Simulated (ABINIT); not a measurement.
# K2LiScF6 (Fm-3m): RPA correlation energy against the basis

How does the RPA correlation energy of K2LiScF6 (Fm-3m) approach its basis limit?

Method: LDA and many-body steps on it, plane waves, in ABINIT 10.8.3.

## (1) Starting point

Symmetry: Fm-3m, No. 225, cubic system. The conventional cell has a = 8.290 Å, b = 8.290 Å, c = 8.290 Å, α = 90.00°, β = 90.00°, γ = 90.00°. Nearest to K lie 12 F at 2.93 Å. Nearest to Li lie 6 F at 2.11 Å. Sc has 6 F at 2.04 Å nearest. Nearest to F lie 1 Sc at 2.04 Å and 1 Li at 2.11 Å and 4 K at 2.93 Å. Farther neighbours, and contacts between anions beyond the nearest, are not listed.

Coordinates:

```cif
data_structure
_symmetry_space_group_name_H-M 'P 1'
_symmetry_Int_Tables_number 1
_cell_length_a 5.8616
_cell_length_b 5.8616
_cell_length_c 5.8616
_cell_angle_alpha 60.000
_cell_angle_beta 60.000
_cell_angle_gamma 60.000
_cell_volume 142.41
loop_
_atom_site_label
_atom_site_type_symbol
_atom_site_fract_x
_atom_site_fract_y
_atom_site_fract_z
_atom_site_occupancy
K1 K 0.25000 0.25000 0.25000 1
K2 K 0.75000 0.75000 0.75000 1
Li3 Li 0.50000 0.50000 0.50000 1
Sc4 Sc 0.00000 0.00000 0.00000 1
F5 F 0.24559 0.24559 0.75441 1
F6 F 0.24559 0.75441 0.75441 1
F7 F 0.75441 0.75441 0.24559 1
F8 F 0.24559 0.75441 0.24559 1
F9 F 0.75441 0.24559 0.75441 1
F10 F 0.75441 0.24559 0.24559 1
```

The cell and positions are those that the Materials Project relaxed with its own functionals (PBE, PBE+U or r2SCAN), kept fixed.

## (2) Empty states on the mesh, 2×2×2 mesh, 508 bands

This step: ABINIT 10.8.3; DFT, LDA, plane waves, norm-conserving pseudopotentials.

The sums over transitions need many empty states on a uniform mesh; this step solves for them.

Contents of run.abi:

```
acell 3*1.0 Angstrom
rprim 
  0.000000000000 4.144804000000 4.144804000000
  4.144804000000 0.000000000000 4.144804000000
  4.144804000000 4.144804000000 0.000000000000
ntypat 4
znucl 19 3 21 9
natom 10
typat 1 1 2 3 4 4 4 4 4 4
xred 
  0.250000000000 0.250000000000 0.250000000000
  0.750000000000 0.750000000000 0.750000000000
  0.500000000000 0.500000000000 0.500000000000
  -0.000000000000 -0.000000000000 -0.000000000000
  0.245587000000 0.245587000000 0.754413000000
  0.245587000000 0.754413000000 0.754413000000
  0.754413000000 0.754413000000 0.245587000000
  0.245587000000 0.754413000000 0.245587000000
  0.754413000000 0.245587000000 0.754413000000
  0.754413000000 0.245587000000 0.245587000000
pp_dirpath "pseudos"
pseudos "K.upf, Li.upf, Sc.upf, F.upf"
ecut 36
ngkpt 2 2 2
nshiftk 1
shiftk 0 0 0
kptopt 1
chksymbreak 0
iscf -2
irdden 1
istwfk *1
nband 508
nbdbuf 46
tolwfr 1e-09
nstep 60
prtvol 0
indata_prefix "in"
outdata_prefix "out"
tmpdata_prefix "tmp"
```

Launch:

```
$ OMP_NUM_THREADS=1 mpirun -n 4 abinit run.abi > log
```

What it wrote:

```text
.Version 10.8.3 of ABINIT. v10.8.2 released Aug 2026.

 Symmetries : space group Fm -3 m (#225); Bravais cF (face-center cubic)
[... echo of the input left out ...]
== DATASET  1 ==================================================================
-   mpi_nproc: 4, omp_nthreads: 1 (-1 if OMP is not activated)
-    --> not optimal distribution: autoparal keyword recommended in input file <--

--- !DatasetInfo
iteration_state: {dtset: 1, }
dimensions: {natom: 10, nkpt: 3, mband: 508, nsppol: 1, nspinor: 1, nspden: 1, mpw: 9922, }
cutoff_energies: {ecut:  36.0, pawecutdg:  -1.0, }
electrons: {nelect:   7.40000000E+01, charge:   0.00000000E+00, occopt:   1.00000000E+00, tsmear:   1.00000000E-02, }

 Real(R)+Recip(G) space primitive vectors, cartesian coordinates (Bohr,Bohr^-1):
 R(1)=  0.0000000  7.8325444  7.8325444  G(1)= -0.0638362  0.0638362  0.0638362
 R(2)=  7.8325444  0.0000000  7.8325444  G(2)=  0.0638362 -0.0638362  0.0638362
 R(3)=  7.8325444  7.8325444  0.0000000  G(3)=  0.0638362  0.0638362 -0.0638362
 Unit cell volume ucvol=  9.6103365E+02 bohr^3
 Angles (23,13,12)=  6.00000000E+01  6.00000000E+01  6.00000000E+01 degrees

 getcut: wavevector=  0.0000  0.0000  0.0000  ngfft=  60  60  60
         ecut(hartree)=     36.000   => boxcut(ratio)=   2.00547

--- Pseudopotential description ------------------------------------------------
- K Generated using ONCVPSP code by D. R. Hamann
- 19.00000   9.00000  180309                  znucl, zion, pspdat
12 -1012 2 -1 2170                            pspcod,pspxc,lmax,lloc,mmax
     nproj     2     2     2
  pspatm : epsatm=    8.21740868
         --- l  ekb(1:nproj) -->
             0   10.940065    0.829722
             1    4.437415    0.568178
             2   -3.386874   -1.066382
 pspatm: atomic psp has been read  and splines computed

- Li Generated using ONCVPSP code by D. R. Hamann
-  3.00000   3.00000  180309                  znucl, zion, pspdat
12 -1012 1 -1 1944                            pspcod,pspxc,lmax,lloc,mmax
     nproj     2     2     0
  pspatm : epsatm=    2.61415252
         --- l  ekb(1:nproj) -->
[...]
pspatm: atomic psp has been read  and splines computed

- Sc Generated using ONCVPSP code by D. R. Hamann
- 21.00000  11.00000  180309                  znucl, zion, pspdat
12 -1012 2 -1 1622                            pspcod,pspxc,lmax,lloc,mmax
     nproj     2     2     2
  pspatm : epsatm=   13.66101860
         --- l  ekb(1:nproj) -->
[...]
pspatm: atomic psp has been read  and splines computed

- F Generated using ONCVPSP code by D. R. Hamann
-  9.00000   7.00000  201202                  znucl, zion, pspdat
12 -1012 2 -1 824                             pspcod,pspxc,lmax,lloc,mmax
     nproj     2     2     1
  pspatm : epsatm=    4.94580260
         --- l  ekb(1:nproj) -->
[...]
2   -2.364936
[...]
1.74E-10  2.42E-10  3.48E-10  2.68E-10  3.66E-10  4.37E-10  5.08E-10  2.56E-10
[...]
5.60E-05  6.17E-05  1.09E-05  1.18E-03
 -1.6839E+00 -1.4809E+00 -9.4878E-01 -9.4747E-01 -9.1817E-01 -9.1817E-01
 -9.1817E-01 -7.2250E-01 -7.1040E-01 -7.1040E-01 -6.9959E-01 -6.9959E-01
 -6.9959E-01 -3.5401E-01 -3.5401E-01 -3.5401E-01 -3.4883E-01 -3.4883E-01
[...]
4.3997E+00  4.3997E+00  4.4274E+00  4.4278E+00  4.4284E+00  4.4310E+00
  4.4316E+00  4.4324E+00  4.4395E+00  4.4396E+00  4.4400E+00  4.4401E+00
  4.4407E+00  4.4420E+00  4.4434E+00  4.4476E+00
 prteigrs : prtvol=0 or 1, do not print more k-points.

--- !ResultsGS
iteration_state: {dtset: 1, }
comment   : Summary of ground state results
lattice_vectors:
- [  0.0000000,   7.8325444,   7.8325444, ]
- [  7.8325444,   0.0000000,   7.8325444, ]
- [  7.8325444,   7.8325444,   0.0000000, ]
lattice_lengths: [  11.07689,   11.07689,   11.07689, ]
lattice_angles: [ 60.000,  60.000,  60.000, ] # degrees, (23, 13, 12)
lattice_volume:   9.6103365E+02
convergence: {deltae:  0.000E+00, res2:  0.000E+00, residm:  9.984E-10, diffor:  0.000E+00, }
etotal    :  -2.63507218E+02
entropy   :   0.00000000E+00
fermie    :  -1.58180315E-02
cartesian_stress_tensor: null
pressure_GPa: null
xred      :
- [  2.5000E-01,   2.5000E-01,   2.5000E-01,  K]
- [  7.5000E-01,   7.5000E-01,   7.5000E-01,  K]
- [  5.0000E-01,   5.0000E-01,   5.0000E-01, Li]
- [  0.0000E+00,   0.0000E+00,   0.0000E+00, Sc]
- [  2.4559E-01,   2.4559E-01,   7.5441E-01,  F]
- [  2.4559E-01,   7.5441E-01,   7.5441E-01,  F]
- [  7.5441E-01,   7.5441E-01,   2.4559E-01,  F]
- [  2.4559E-01,   7.5441E-01,   2.4559E-01,  F]
- [  7.5441E-01,   2.4559E-01,   7.5441E-01,  F]
- [  7.5441E-01,   2.4559E-01,   2.4559E-01,  F]
cartesian_forces: null
force_length_stats: {min: null, max: null, mean: null, }

 Integrated electronic density in atomic spheres:
 ------------------------------------------------
 Atom  Sphere_radius  Integrated_density
[...]
================================================================================

 ----iterations are completed or convergence reached----

 Mean square residual over all n,k,spin=   37.052E-11; max=  99.836E-11
 reduced coordinates (array xred) for   10 atoms
[...]
0.754413      0.245587      0.754413
       0.754413      0.245587      0.245587

 cartesian coordinates (angstrom) at end:
    1      2.072402     2.072402     2.072402
[...]
10      2.035820     4.144804     4.144804
 length scales=  1.889726  1.889726  1.889726 bohr
              =  1.000000  1.000000  1.000000 angstroms
 prteigrs : about to open file out_EIG
 Eigenvalues (hartree) for nkpt=   3  k points:
 kpt#   1, nband=508, wtk=  0.12500, kpt=  0.0000  0.0000  0.0000 (reduced coord)
[...]
4.38844    4.38848    4.38859    4.39960    4.39967    4.39968    4.42744    4.42777
   4.42835    4.43098    4.43164    4.43244    4.43953    4.43960    4.44003    4.44007
   4.44072    4.44205    4.44342    4.44755
 prteigrs : prtvol=0 or 1, do not print more k-points.

== END DATASET(S) ==============================================================
================================================================================

 -outvars: echo values of variables after computation  --------
            nband         508
             nkpt           3
          spgroup         225
 [... the other variables as echoed above ...]

 Calculation completed.
```

Run time: 11 min. Hardware: 4 MPI ranks of Intel Xeon Platinum 8375C at 2.90GHz (Ice Lake), shared host; peak memory 0.7 GiB; 45 min of CPU time.

Read from the output:

```
gap                                                           : 6.751 eV
k of the valence top                                          : 0, 0, 0
k of the conduction bottom                                    : 0, 0, 0
least direct gap                                              : 6.751 eV
k points computed                                             : 3
lowest point of the top converged band, above the valence top : 115.0223 eV
```

On this mesh the gap is 6.751 eV.

The density comes from a self-consistent run that is not shown.

## (3) RPA energy: 2×2×2 mesh, 106 bands, screening to 43.5 eV

The RPA dielectric matrix is built and inverted for each q.

This step: RPA screening on LDA, plane waves, norm-conserving pseudopotentials.

Changes to run.abi since step 2:

```diff
@@ -28,10 +28,15 @@
 chksymbreak 0
-iscf -2
-irdden 1
 istwfk *1
-nband 508
-nbdbuf 46
-tolwfr 1e-09
-nstep 60
-prtvol 0
+occopt 1
+irdwfk 1
+optdriver 3
+nband 106
+ecuteps 1.6
+inclvkb 2
+awtr 1
+symchi 1
+gwcalctyp 1
+nfreqre 0
+nfreqim 8
+gwrpacorr 1
 indata_prefix "in"
```

What it wrote:

```text
.Version 10.8.3 of ABINIT. v10.8.2 released Aug 2026.

 Symmetries : space group Fm -3 m (#225); Bravais cF (face-center cubic)
[... echo of the input left out ...]
== DATASET  1 ==================================================================
-   mpi_nproc: 4, omp_nthreads: 1 (-1 if OMP is not activated)

--- !DatasetInfo
iteration_state: {dtset: 1, }
dimensions: {natom: 10, nkpt: 3, mband: 106, nsppol: 1, nspinor: 1, nspden: 1, mpw: 9922, }
cutoff_energies: {ecut:  36.0, pawecutdg:  -1.0, }
electrons: {nelect:   7.40000000E+01, charge:   0.00000000E+00, occopt:   1.00000000E+00, tsmear:   1.00000000E-02, }

 SCREENING: Calculation of the susceptibility and dielectric matrices

 Based on a program developped by R.W. Godby, V. Olevano, G. Onida, and L. Reining.
 Incorporated in ABINIT by V. Olevano, G.-M. Rignanese, and M. Torrent.
.Using double precision arithmetic ; gwpc =  8

[... cell and pseudopotentials left out ...]
--------------------------------------------------------------------------------

 ==== K-mesh for the wavefunctions ====
 Number of points in the irreducible wedge :     3
[... list of points left out ...]
 Together with 48 symmetry operations and time-reversal symmetry
 yields     8 points in the full Brillouin Zone.

 ==== Q-mesh for the screening function ====
 Number of points in the irreducible wedge :     3
[... list of points left out ...]
 Together with 48 symmetry operations and time-reversal symmetry
 yields     8 points in the full Brillouin Zone.

 setmesh: FFT mesh size selected  =    36x   36x   36
          total number of points  =        46656

 vcoul_init : cutoff-mode = AUXILIARY_FUNCTION
 q-points for optical limit:   1
     1)      0.000010    0.000020    0.000030

- screening: taking advantage of time-reversal symmetry
- Maximum band index for partially occupied states nbvw = 37
- Remaining bands to be divided among processors   nbcw = 69
- Number of bands treated by each node ~17

 Number of electrons calculated from density =   74.0000; Expected =   74.0000
 average of density, n =  0.077000
 r_s =    1.4582
 omega_plasma =   26.7672 [eV]

 calculating chi0 at frequencies [eV] :
  1    0.000000E+00    0.000000E+00
  2    0.000000E+00    1.343289E+03
  3    0.000000E+00    2.404413E+02
[...]
8    0.000000E+00    3.079585E+00
  9    0.000000E+00    5.512287E-01

--------------------------------------------------------------------------------
  q-point number  1        q = ( 0.000000, 0.000000, 0.000000) [r.l.u.]
--------------------------------------------------------------------------------
[... chi0 elements left out ...]
  [... further frequencies ...]

 For q-point:  0.000010 0.000020 0.000030
  dielectric constant =   2.1596
  dielectric constant without local fields =   2.3356

  Average fulfillment of the sum rule on Im[epsilon] for q-point    1 :     35.19  [%]
[... wings left out ...]
  q-point number  2        q = ( 0.500000, 0.000000, 0.000000) [r.l.u.]
--------------------------------------------------------------------------------
[... chi0 elements left out ...]
  [... further frequencies ...]

  Average fulfillment of the sum rule on Im[epsilon] for q-point    2 :     40.24  [%]

 [... 1 further q-points ...]
```

Run time: 60 s. Hardware: 4 MPI ranks; peak memory 1.4 GiB; 4 min of CPU time.

This step gave:

- ε∞ with local fields, on this mesh: 2.160
- ε∞ without local fields, on this mesh: 2.336
- plasma frequency: 26.77 eV
- plane waves in the screening matrix: 89
- RPA correlation energy: -17.50 eV

Local fields lower ε∞ by 8 %. On a Γ-centred mesh this coarse the value itself is usually too large, while a short band sum pulls it down.

## (4) RPA energy: 2×2×2 mesh, 187 bands, screening to 70.7 eV

Changes to run.abi since step 3:

```diff
@@ -32,4 +32,4 @@
 optdriver 3
-nband 106
-ecuteps 1.6
+nband 187
+ecuteps 2.6
 inclvkb 2
```

What it wrote:

```text
.Version 10.8.3 of ABINIT. v10.8.2 released Aug 2026.

 Symmetries : space group Fm -3 m (#225); Bravais cF (face-center cubic)
[... echo of the input left out ...]
== DATASET  1 ==================================================================
-   mpi_nproc: 4, omp_nthreads: 1 (-1 if OMP is not activated)

--- !DatasetInfo
iteration_state: {dtset: 1, }
dimensions: {natom: 10, nkpt: 3, mband: 187, nsppol: 1, nspinor: 1, nspden: 1, mpw: 9922, }
cutoff_energies: {ecut:  36.0, pawecutdg:  -1.0, }
electrons: {nelect:   7.40000000E+01, charge:   0.00000000E+00, occopt:   1.00000000E+00, tsmear:   1.00000000E-02, }

 SCREENING: Calculation of the susceptibility and dielectric matrices

 Based on a program developped by R.W. Godby, V. Olevano, G. Onida, and L. Reining.
 Incorporated in ABINIT by V. Olevano, G.-M. Rignanese, and M. Torrent.
.Using double precision arithmetic ; gwpc =  8

[... cell and pseudopotentials left out ...]
--------------------------------------------------------------------------------

 ==== K-mesh for the wavefunctions ====
 Number of points in the irreducible wedge :     3
[...]
- Number of bands treated by each node ~37

 Number of electrons calculated from density =   74.0000; Expected =   74.0000
 average of density, n =  0.077000
 r_s =    1.4582
 omega_plasma =   26.7672 [eV]

 calculating chi0 at frequencies [eV] :
  1    0.000000E+00    0.000000E+00
  2    0.000000E+00    1.343289E+03
  3    0.000000E+00    2.404413E+02
[...]
8    0.000000E+00    3.079585E+00
  9    0.000000E+00    5.512287E-01

--------------------------------------------------------------------------------
  q-point number  1        q = ( 0.000000, 0.000000, 0.000000) [r.l.u.]
--------------------------------------------------------------------------------
[... chi0 elements left out ...]
  [... further frequencies ...]

 For q-point:  0.000010 0.000020 0.000030
  dielectric constant =   2.1741
  dielectric constant without local fields =   2.3878

  Average fulfillment of the sum rule on Im[epsilon] for q-point    1 :     52.52  [%]
[... wings left out ...]
  q-point number  2        q = ( 0.500000, 0.000000, 0.000000) [r.l.u.]
--------------------------------------------------------------------------------
[... chi0 elements left out ...]
  [... further frequencies ...]

  Average fulfillment of the sum rule on Im[epsilon] for q-point    2 :     56.62  [%]

 [... 1 further q-points ...]
```

It took 2.2 min on 4 MPI ranks; peak memory 1.9 GiB.

Read from the output:

```yaml
eps_infinity_with_local_fields_on_this_mesh: 2.174
eps_infinity_without_local_fields_on_this_mesh: 2.388
plasma_frequency: 26.77 eV
plane_waves_in_the_screening_matrix: 181
rpa_correlation_energy: -34.66 eV
```

(Part 1 of 2 ends here.)

[Long decimals in the printed logs are rounded to 6 places.]

[Logs are printed without paths, hosts, clocks, repeated set-up lines and the standing remarks that a program may print on its own settings, such as how far it seeks lower states.]

[Paths, hosts, dates, memory and timing lines, banners, echoed tables and standing remarks are left out of the program output; an Ansatz launch command may be rebuilt from the run's recorded settings. Measured values are a selection of at most five: reports struck by readers or far from the other reports are left out. None is set beside runs whose start may be inverted or whose files or cutoffs have a known fault.]

[Runs of the session that timed out or met a known fault of the program may be left out.]

[Hosts, paths, dates, database ids (printed as entryN), source tags and the programs' standing remarks are cut or masked in the printed files.]

[G0W0 gaps are taken among the corrected bands and points alone; a level outside them can change the order at an edge.]

[Where Ansatz stands beside ABINIT at settings called matched, ABINIT's density can come from a denser mesh and the files from another edition; pairs whose starting gaps differed by over 0.03 eV were left out, so agreement reads better than it is.]
